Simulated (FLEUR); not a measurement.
# InCo3N: from one collinear state to anisotropy, part 2 of 2

Aim: the anisotropy of InCo3N from single passes in the potential of one collinear state.

FLEUR MaX-R8.1; LDA (VWN); all-electron FLAPW, Dirac cores, scalar-relativistic bands.

So far. Step 2 (The magnetic state): After 27 cycles the largest moment stands at 0.802 μB.

## 4. Energy against the direction of the moments, rung 2

Level of this step: LDA (VWN); all-electron FLAPW, Dirac cores, scalar-relativistic bands with spin-orbit coupling, force theorem (FLEUR).

A second rung shows how far the first can be trusted.

The k list mae (kpts.xml, not shown) is a Γ-centred 9×9×9 mesh.

Contents of inp.xml:

```
<?xml version="1.0" encoding="UTF-8" standalone="no"?>
<fleurInput fleurInputVersion="0.39">
   <comment>
      InCo3N
   </comment>
   <calculationSetup>
      <cutoffs Kmax="4.4" Gmax="13.2" GmaxXC="13.2" numbands="189"/>
      <scfLoop itmax="1" minDistance="0.00002" maxIterBroyd="15" imix="Anderson" alpha="0.05" precondParam="0.7" spinf="2.0" sdNocoIR="T"/>
      <coreElectrons ctail="F" frcor="F" kcrel="0" coretail_lmax="0"/>
      <xcFunctional name="vwn" relativisticCorrections="F"/>
      <magnetism jspins="2" l_noco="F" l_ss="F">
         <qss>0.0 0.0 0.0</qss>
         <mtNocoParams l_mperp="F" l_mtNocoPot="F" l_relaxSQA="F" mag_mixing_scheme="0" mix_RelaxWeightOffD="1.0" l_constrained="F" mix_constr="1.0"/>
         <sourceFreeMag l_sourceFree="F" l_scaleMag="F" mag_scale="1.0"/>
      </magnetism>
      <soc l_soc="T" theta="0.0" phi="0.0" spav="F"/>
      <expertModes spex="0" secvar="F"/>
      <geometryOptimization l_f="F" forcealpha="1.0" forcemix="BFGS" epsdisp="0.00001" epsforce="0.00001"/>
      <ldaU l_linMix="F" mixParam="0.05" spinf="1.0"/>
   </calculationSetup>
   <cell>
      <bzIntegration valenceElectrons="69.0" mode="hist" fermiSmearingEnergy="0.00073499">
         <kPointListSelection listName="mae"/>
         <xi:include xmlns:xi="http://www.w3.org/2001/XInclude" href="kpts.xml"> </xi:include>
      </bzIntegration>
      <xi:include xmlns:xi="http://www.w3.org/2001/XInclude" href="sym.xml"> </xi:include>
      <bulkLattice scale="1.0">
         <bravaisMatrix>
            <row-1>    7.2321734908371376     0.0000000000000000     0.0000000000000000</row-1>
            <row-2>    0.0000000000000000     7.2321734908371376     0.0000000000000000</row-2>
            <row-3>    0.0000000000000000     0.0000000000000000     7.2321734908371376</row-3>
         </bravaisMatrix>
      </bulkLattice>
   </cell>
   <atomSpecies>
      <species name="Indium (In)" element="In" atomicNumber="49">
         <mtSphere radius="2.73" gridPoints="903" logIncrement="0.014"/>
         <atomicCutoffs lmax="10" lnonsphr="8"/>
         <electronConfig flipSpins="F">
            <coreConfig>(1s1/2) (2s1/2) (2p1/2) (2p3/2) (3s1/2) (3p1/2) (3p3/2) (4s1/2) (3d3/2) (3d5/2) (4p1/2) (4p3/2)</coreConfig>
            <valenceConfig>(5s1/2) (4d3/2) (4d5/2) (5p1/2) (5p3/2)</valenceConfig>
            <stateOccupation state="(5p1/2)" spinUp="0.166667" spinDown="0.166667"/>
            <stateOccupation state="(5p3/2)" spinUp="0.333333" spinDown="0.333333"/>
         </electronConfig>
         <energyParameters s="5" p="5" d="5" f="4"/>
         <lo type="SCLO" l="2" n="4" eDeriv="0"/>
      </species>
      <species name="Cobalt (Co2.000" element="Co" atomicNumber="27">
         <mtSphere radius="2.25" gridPoints="745" logIncrement="0.016"/>
         <atomicCutoffs lmax="8" lnonsphr="6"/>
         <electronConfig flipSpins="F">
            <coreConfig>(1s1/2) (2s1/2) (2p1/2) (2p3/2)</coreConfig>
            <valenceConfig>(3s1/2) (3p1/2) (3p3/2) (4s1/2) (3d3/2) (3d5/2)</valenceConfig>
            <stateOccupation state="(3d3/2)" spinUp="1.5" spinDown="1.3"/>
            <stateOccupation state="(3d5/2)" spinUp="3.0" spinDown="1.2"/>
         </electronConfig>
         <energyParameters s="4" p="4" d="3" f="4"/>
         <lo type="SCLO" l="0" n="3" eDeriv="0"/>
         <lo type="SCLO" l="1" n="3" eDeriv="0"/>
      </species>
      <species name="Nitrogen (N)" element="N" atomicNumber="7">
         <mtSphere radius="1.27" gridPoints="421" logIncrement="0.024"/>
         <atomicCutoffs lmax="6" lnonsphr="4"/>
         <electronConfig flipSpins="F">
            <coreConfig>(1s1/2)</coreConfig>
            <valenceConfig>(2s1/2) (2p1/2) (2p3/2)</valenceConfig>
            <stateOccupation state="(2p1/2)" spinUp="0.500000" spinDown="0.500000"/>
            <stateOccupation state="(2p3/2)" spinUp="1.000000" spinDown="1.000000"/>
         </electronConfig>
         <energyParameters s="2" p="2" d="3" f="4"/>
      </species>
   </atomSpecies>
   <atomGroups>
      <atomGroup species="Indium (In)">
         <relPos label="                   1">.0000000000 .0000000000 .0000000000</relPos>
         <force calculate="T" relaxXYZ="TTT"/>
         <nocoParams  alpha="0.0" beta="0.0"/>
      </atomGroup>
      <atomGroup species="Cobalt (Co2.000">
         <relPos label="                   2">1.000/2.000 1.000/2.000 .0000000000</relPos>
         <force calculate="T" relaxXYZ="TTT"/>
         <nocoParams  alpha="0.0" beta="0.0"/>
      </atomGroup>
      <atomGroup species="Cobalt (Co2.000">
         <relPos label="                   3">1.000/2.000 .0000000000 1.000/2.000</relPos>
         <force calculate="T" relaxXYZ="TTT"/>
         <nocoParams  alpha="0.0" beta="0.0"/>
      </atomGroup>
      <atomGroup species="Cobalt (Co2.000">
         <relPos label="                   4">.0000000000 1.000/2.000 1.000/2.000</relPos>
         <force calculate="T" relaxXYZ="TTT"/>
         <nocoParams  alpha="0.0" beta="0.0"/>
      </atomGroup>
      <atomGroup species="Nitrogen (N)">
         <relPos label="                   5">1.000/2.000 1.000/2.000 1.000/2.000</relPos>
         <force calculate="T" relaxXYZ="TTT"/>
         <nocoParams  alpha="0.0" beta="0.0"/>
      </atomGroup>
   </atomGroups>
   <output dos="F" band="F" slice="F">
      <bandDOS minEnergy="-.5*Htr" maxEnergy="0.5*Htr" sigma="0.015" storeEVData="T"/>
      <plotting iplot="0" polar="F">
         <plot TwoD="T" vec1="  1.0  0.0  0.0" vec2="  0.0  1.0  0.0" vec3="  0.0  0.0  1.0" zero="  0.0  0.0  0.0" file="plot"/>
      </plotting>
      <moessbauerParams electricFieldGradient="F" isomerShift="F" coreHyperfine="F" valenceHyperfine="F"/>
   </output>
   <forceTheorem>
      <MAE theta="0.0 0.9553166 1.5707963" phi="0.0 0.7853982 0.7853982"/>
   </forceTheorem>
</fleurInput>
```

Started as:

```console
$ OMP_NUM_THREADS=1 mpirun -n 4 fleur_MPI -warn_only > fleur.log
```

Log:

```text
[banner, memory and clock lines left out]
Welcome to FLEUR        (www.flapw.de)
      MaX-Release 8.1          (www.max-centre.eu)
************FLEUR-Warning*****************
Error message: k-point set is not compatible to missing time-reversal symmetry in calculation.
Error occurred in subroutine: gen_bz
Error from PE:0/4
Other PEs with error messages:
     1-k-point set is not compatible to missing time-reversal symmetry in calculation.
     2-k-point set is not compatible to missing time-reversal symmetry in calculation.
[...]
2-k-point set is not compatible to missing time-reversal symmetry in calculation.
*****************************************
 [... set-up left out ...]
 ********************************************************************
 Run finished successfully
 Stop message:
   Forcetheorem MAE
 ********************************************************************

--- out.xml (force theorem) ---
<Forcetheorem_MAE Angles="3" units="Htr">
            <Angle theta="0.0000000" phi="0.0000000" ev-sum="-39.674173275"/>
            <Angle theta="0.9553166" phi="0.7853982" ev-sum="-39.674173278"/>
            <Angle theta="1.5707963" phi="0.7853982" ev-sum="-39.674173292"/>
         </Forcetheorem_MAE>
```

Wall time 3.7 min (4 MPI ranks of Intel Xeon 6975P-C (Granite Rapids), shared host); peak memory 3.2 GiB; 15 min of CPU time.

Anisotropy energies, by row:

```csv
axis,x,y,z,band energy less the first axis' (meV a cell)
[001],0,0,1,0
[111],0.5774,0.5774,0.5774,-8.16e-5
[110],0.7071,0.7071,0,-4.63e-4
```

## 5. Results

```json
{"reference state": "ferromagnetic, with opposed induced moments", "largest sphere moment": "0.802 μB", "easy direction of those tried": "not resolved", "energy along [111] less [001], force theorem": "-8.2e-5 meV a primitive cell"}
```

What this shows: The lowest directions differ by less than these runs resolve; shape anisotropy is not included. The difference for the second direction goes from -0.0083 meV (mesh 7×7×7, 189 states, 6.8 min of CPU time) to -8.2e-5 meV (mesh 9×9×9, 189 states, 15 min). The state was typed, and no other order was converged beside it, so it need not be the ground state.

[Logs and program files are shortened in this print: banners, set-up blocks, solver, clock and traceback lines can be left out without a mark of their own.]

[Logs are printed without paths, hosts, clocks, repeated set-up lines and the standing remarks that a program may print on its own settings, such as how far it seeks lower states.]

[Hosts, paths, dates, database ids (printed as entryN), source tags and the programs' standing remarks are cut or masked in the printed files.]

[Where a cell is said to come from a database of computed structures, the database is the Materials Project.]
